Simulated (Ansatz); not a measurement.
# Lattice dynamics of (MgS)3(BeTe)1 [001] superlattice, started as zinc blende

Aim: the vibrations of (MgS)3(BeTe)1 [001] superlattice, started as zinc blende, their spectra, and whether the structure is stable.

Main program and level: Ansatz 0.2.0; DFT PBEsol, scalar-relativistic, plane waves, PAW.

Most raw output is cut from this account.

The structure was built from a prototype and need not be the compound's stable phase.

### Step 1. Starting point

The structure is orthorhombic, space group Pmm2 (No. 25). The conventional cell has a = 3.976 Å, b = 3.976 Å, c = 11.245 Å, α = 90.00°, β = 90.00°, γ = 90.00°. Nearest to Be lie 2 Te at 2.43 Å and 2 S at 2.43 Å. Nearest to Mg lie 2 S at 2.43 Å and 2 Te at 2.43 Å. Mg has 4 S at 2.43 Å nearest. Nearest to Mg lie 4 S at 2.43 Å. Nearest to S lie 4 Mg at 2.43 Å. Nearest to S lie 4 Mg at 2.43 Å. Farther neighbours and most contacts between anions are not listed.

### Step 2. Coarse relaxation

The start is far from rest, so a relaxation with loose tolerances brings it close first.

The input, input.yaml:

```yaml
crystal:
  lattice:
    - [2.81125, 2.81125, 0.0]
    - [-2.81125, 2.81125, 0.0]
    - [0.0, 0.0, 11.245]
  atoms:
    - { symbol: Be, position: [0.5, 0.5, 0.75] }
    - { symbol: Mg, position: [0.0, 0.0, 0.0] }
    - { symbol: Mg, position: [0.5, 0.5, 0.25] }
    - { symbol: Mg, position: [0.0, 0.0, 0.5] }
    - { symbol: S, position: [0.5, 0.0, 0.125] }
    - { symbol: S, position: [0.0, 0.5, 0.375] }
    - { symbol: S, position: [0.5, 0.0, 0.625] }
    - { symbol: Te, position: [0.0, 0.5, 0.875] }
kpoints:
  mp_grid: { grid: [6, 6, 2] }
hamiltonian:
  xc: pbesol
scf:
  occupations: { method: gaussian, width: 0.1 }
output:
  forces: true
  stress: true
  eigenvalues: true
relax:
  adjacent_minimum: "off"
  f_tol: 0.05
  max_steps: 80
  cell: { stress_tol: 0.5 }
```

Launch:

```
$ ansatz run input.yaml --threads 8 --pin off --max-ram 14336MiB --backend cpu --events-out ev --progress --plain --runs-dir out
```

It took 17 s on 8 threads of Arm Neoverse V1, shared host; peak memory 0.71 GiB.

The steps of the relaxation:

```
step  energy less that of the first step (eV)  largest force component (eV/Å)  pressure (GPa)  volume (Å³)
   1                                   0.0000                          3.2457            2.56       177.74
   2                                  -0.8068                          0.7921            0.50       179.59
   3                                  -0.9469                          0.1236            0.12       179.48
   4                                  -0.9493                          0.0277            0.00       179.82
  5*                                  -0.9494                          0.0278            0.00       179.82
```

Relaxation steps marked * repeat the geometry before them on a plane-wave basis chosen anew for their cell, so energy and pressure can jump there.

Forces are held to the 4 operations that the run works with; a distortion that breaks them can't arise in this run.

```
conventional cell, symmetrised  before   after  change
                         a (Å)   3.976   3.916  -1.5 %
                         b (Å)   3.976   4.006  +0.8 %
                         c (Å)  11.245  11.464  +1.9 %
              volume (Å³/atom)   22.22   22.48  +1.2 %
```

The atoms that moved most (Å, as changes of fractional coordinates times the final cell):

```
atom     dx     dy      dz  length
 Te8  0.000  0.000  -0.341   0.341
 Be1  0.000  0.000  -0.282   0.282
 Mg3  0.000  0.000   0.124   0.124
 Mg2  0.000  0.000   0.121   0.121
 Mg4  0.000  0.000   0.113   0.113
  S5  0.000  0.000   0.092   0.092
  S7  0.000  0.000   0.088   0.088
  S6  0.000  0.000   0.086   0.086
```

This step gave:

```
pressure           : 0.003222 GPa
gap on the k-mesh  : 1.211 eV
volume per atom    : 22.48 Å³
direct gap on mesh : 1.454 eV
```

In this step the volume went from 22.22 to 22.48 Å³/atom.

### Step 3. Bringing the structure to rest

Harmonic phonons are second derivatives at a point where the forces vanish, and they are wanted at zero stress, so atoms and cell are relaxed first.

The input, input.yaml:

```yaml
crystal:
  lattice:
    - [2.832484869, 2.832484869, 0.0]
    - [-2.7688303289, 2.7688303289, 0.0]
    - [0.0, 0.0, 11.4642017936]
  atoms:
    - { symbol: Be, position: [0.5, 0.5, 0.7254096346] }
    - { symbol: Mg, position: [0.0, 0.0, 0.0105411516] }
    - { symbol: Mg, position: [0.5, 0.5, 0.260816748] }
    - { symbol: Mg, position: [0.0, 0.0, 0.5098486733] }
    - { symbol: S, position: [0.5, 0.0, 0.1330051547] }
    - { symbol: S, position: [0.0, 0.5, 0.3825139678] }
    - { symbol: S, position: [0.5, 0.0, 0.6326398011] }
    - { symbol: Te, position: [0.0, 0.5, 0.8452248689] }
kpoints:
  mp_grid: { grid: [6, 6, 2] }
hamiltonian:
  xc: pbesol
scf:
  occupations: { method: gaussian, width: 0.02 }
output:
  forces: true
  stress: true
  eigenvalues: true
  write_density: true
  write_potential: true
  elf: true
  volumetric_format: npy
relax:
  adjacent_minimum: "off"
  f_tol: 0.005
  max_steps: 80
  cell: { stress_tol: 0.05 }
```

Run time: 15 s. Hardware: 8 threads; peak memory 0.73 GiB; 1.8 min of CPU time.

Little changed from the start: no atom moved by 0.005 Å and no cell edge by 0.1 %.

This step gave:

| Quantity | Value |
| --- | --- |
| pressure | 0.002273 GPa |
| gap on the k-mesh | 1.214 eV |
| direct gap on mesh | 1.459 eV |

ELF in the ac plane at fractional y = 0.500, with atoms of Be and Mg and S and Te within 0.2 Å of it. It is the smooth field of the valence electrons, not physical close to the nuclei.

Values, 24 rows by 14 columns, each cell a mean:
```
0.70 0.68 0.61 0.48 0.26 0.11 0.03 0.02 0.05 0.14 0.35 0.52 0.65 0.69
0.53 0.55 0.58 0.59 0.48 0.27 0.07 0.04 0.13 0.32 0.55 0.59 0.57 0.54
0.13 0.21 0.41 0.51 0.57 0.44 0.17 0.11 0.27 0.50 0.56 0.49 0.34 0.18
0.01 0.03 0.28 0.49 0.65 0.62 0.35 0.26 0.46 0.66 0.59 0.46 0.15 0.02
0.13 0.21 0.44 0.63 0.81 0.77 0.47 0.35 0.60 0.80 0.75 0.58 0.34 0.18
0.50 0.55 0.68 0.81 0.84 0.65 0.17 0.07 0.33 0.73 0.85 0.78 0.62 0.53
0.56 0.59 0.63 0.64 0.50 0.19 0.01 0.00 0.04 0.28 0.58 0.64 0.62 0.58
0.20 0.21 0.21 0.22 0.19 0.13 0.07 0.07 0.09 0.14 0.21 0.22 0.21 0.20
0.03 0.04 0.05 0.07 0.11 0.14 0.17 0.18 0.16 0.14 0.10 0.07 0.04 0.03
0.02 0.02 0.02 0.03 0.05 0.07 0.08 0.09 0.08 0.06 0.04 0.03 0.02 0.02
0.15 0.12 0.07 0.04 0.02 0.02 0.03 0.03 0.03 0.02 0.03 0.04 0.09 0.13
0.58 0.53 0.37 0.21 0.07 0.03 0.01 0.01 0.02 0.04 0.12 0.25 0.45 0.55
0.83 0.81 0.74 0.61 0.35 0.15 0.03 0.02 0.06 0.19 0.46 0.65 0.78 0.82
0.62 0.71 0.80 0.78 0.62 0.37 0.09 0.05 0.18 0.44 0.70 0.79 0.78 0.68
0.05 0.30 0.79 0.85 0.77 0.55 0.16 0.09 0.29 0.63 0.82 0.85 0.64 0.19
0.47 0.67 0.88 0.89 0.70 0.32 0.08 0.06 0.13 0.41 0.82 0.89 0.83 0.60
0.84 0.86 0.86 0.70 0.20 0.18 0.33 0.35 0.29 0.14 0.38 0.77 0.86 0.85
0.66 0.65 0.54 0.21 0.11 0.37 0.32 0.24 0.38 0.30 0.07 0.31 0.62 0.66
0.23 0.21 0.14 0.05 0.05 0.22 0.36 0.36 0.33 0.16 0.03 0.07 0.17 0.21
0.03 0.03 0.04 0.05 0.04 0.04 0.06 0.06 0.05 0.04 0.05 0.05 0.04 0.03
0.02 0.02 0.03 0.05 0.07 0.08 0.08 0.09 0.08 0.08 0.06 0.04 0.03 0.02
0.03 0.03 0.03 0.03 0.04 0.05 0.05 0.06 0.05 0.05 0.04 0.03 0.03 0.03
0.12 0.10 0.06 0.04 0.03 0.03 0.03 0.03 0.02 0.03 0.03 0.04 0.08 0.11
0.46 0.41 0.28 0.16 0.06 0.03 0.02 0.01 0.02 0.03 0.09 0.19 0.34 0.43
```
Columns run along a (4.0 Å), rows up along c (11.5 Å). Atoms in or near the plane, at fractional coordinates: Be at (0.50, 0.73), Mg at (0.50, 0.26), S at (0.00, 0.38), Te at (0.00, 0.85).

Valence density in the ac plane at fractional y = 0.500, with atoms of Be and Mg and S and Te within 0.2 Å of it. It is the smooth field of the valence electrons, not physical close to the nuclei.

Ten steps, logarithmic in the rise over the least value, from '_' (0 e/Å³) to '@' (25 e/Å³), each cell a mean:
```
....____________________....
--::::..____________....::::
##**==::..__________..::++**
%%%%++--....______..::--**%%
##**==::::..........::--++**
::::::::......__......::::::
............______..........
____________________________
____________________________
____________________________
____________________________
____________________________
::::....______________....::
----::::..__________..::----
..----::..________..::----::
------::....______..::::----
::::::....--****++::....::::
....____..++@@@@%%==..____..
__________--**##++::________
______________..____________
____________________________
____________________________
____________________________
____________________________
```
Columns run along a (4.0 Å), rows up along c (11.5 Å). Atoms in or near the plane, at fractional coordinates: Be at (0.50, 0.73), Mg at (0.50, 0.26), S at (0.00, 0.38), Te at (0.00, 0.85).

Electrostatic potential energy in the ac plane at fractional y = 0.500, with atoms of Be and Mg and S and Te within 0.2 Å of it. With pseudopotentials it is smooth inside the atoms' cores, unlike the true potential.

Values in eV, 24 rows by 14 columns, each cell a mean:
```
  5   6   7   8   9   9  10  10  10   9   9   8   7   6
 -9  -8  -2   4   7   9  10  10   9   9   6   2  -5  -8
  8   3 -10  -8   4   7   9   9   9   7   0 -11  -5   5
 10  10   2 -12   1   6   8   8   7   5  -5 -12   9  10
  8   4  -9  -9   2   3   2   1   2   3  -1 -11  -4   5
 -9  -8  -3   2   0  -9 -24 -27 -19  -6   2   1  -5  -9
  6   6   6   5  -2 -19 -36 -36 -32 -14   2   5   6   6
  9   9   8   7   2  -5 -17 -20 -13  -3   4   7   8   9
  9   9   9   8   7   5   3   3   4   6   7   8   9   9
  9   9   9   9   9   9   8   8   8   9   9   9   9   9
  8   9   9   9   9   9   9  10   9   9   9   9   9   8
  8   8   9   9   9  10  10  10  10  10   9   9   8   8
 -1   1   5   8   9  10  10  10  10   9   9   7   4   1
-28 -25 -10   2   8   9   9   9   9   9   6   0 -18 -27
-22 -30 -26  -5   6   7   7   7   7   7   3 -10 -32 -27
-29 -29 -16  -1   3   2  -1  -2   0   3   3  -4 -23 -30
 -6  -3   2   3  -2 -14 -28 -30 -23 -10   1   3   0  -4
  7   7   6   2  -8 -29 -36 -36 -36 -23  -2   3   7   7
  8   8   6   4  -3 -16 -30 -31 -26 -12   0   4   7   8
  9   8   8   6   4   1  -2  -3  -1   2   5   7   8   8
  9   9   8   8   8   7   7   6   7   7   8   8   8   9
  8   8   9   9   9   9   9   9   9   9   9   9   9   8
  8   8   9   9   9  10  10  10  10  10   9   9   8   8
  8   8   8   9   9  10  10  10  10  10   9   9   8   8
```
Columns run along a (4.0 Å; values clipped at the 3rd and 97th percentile), rows up along c (11.5 Å). Atoms in or near the plane, at fractional coordinates: Be at (0.50, 0.73), Mg at (0.50, 0.26), S at (0.00, 0.38), Te at (0.00, 0.85).

In this step the volume went from 22.48 to 22.48 Å³/atom.

### Step 4. Tight relaxation

Phonons need a cell at rest on their own settings, so the relaxation is repeated with tight tolerances on forces and stress, using the mesh and the filling of the phonon run that follows.

The input, input.yaml:

```yaml
crystal:
  lattice:
    - [2.8319420466, 2.8319420466, 0.0]
    - [-2.7667137096, 2.7667137096, 0.0]
    - [0.0, 0.0, 11.4752391407]
  atoms:
    - { symbol: Be, position: [0.5, 0.5, 0.725546623] }
    - { symbol: Mg, position: [0.0, 0.0, 0.0102751559] }
    - { symbol: Mg, position: [0.5, 0.5, 0.2607771091] }
    - { symbol: Mg, position: [0.0, 0.0, 0.5099179035] }
    - { symbol: S, position: [0.5, 0.0, 0.1329567586] }
    - { symbol: S, position: [0.0, 0.5, 0.3825695838] }
    - { symbol: S, position: [0.5, 0.0, 0.6326855022] }
    - { symbol: Te, position: [0.0, 0.5, 0.845271364] }
kpoints:
  mp_grid: { grid: [8, 8, 2] }
hamiltonian:
  xc: pbesol
scf:
  occupations: { method: fixed }
output:
  forces: true
  stress: true
  eigenvalues: true
relax:
  adjacent_minimum: "off"
  f_tol: 0.001
  max_steps: 60
  cell: { stress_tol: 0.01 }
```

Elapsed: 21 s, on 8 threads; peak memory 0.8 GiB; 2.7 min of CPU time.

Little changed from the start: no atom moved by 0.005 Å and no cell edge by 0.1 %.

Numbers from this step:

```
pressure           : 0.003770 GPa
gap on the k-mesh  : 1.208 eV
volume per atom    : 22.47 Å³
direct gap on mesh : 1.455 eV
```

The largest force component left is 0.81 meV/Å and the pressure is 0.004 GPa, within the tolerances set. The cell now holds 22.47 Å³/atom.

(Continued in part 2 of 2.)

[Logs are printed without paths, hosts, clocks, repeated set-up lines and the standing remarks that a program may print on its own settings, such as how far it seeks lower states.]

[Hosts, paths, dates, database ids (printed as entryN), source tags and the programs' standing remarks are cut or masked in the printed files.]
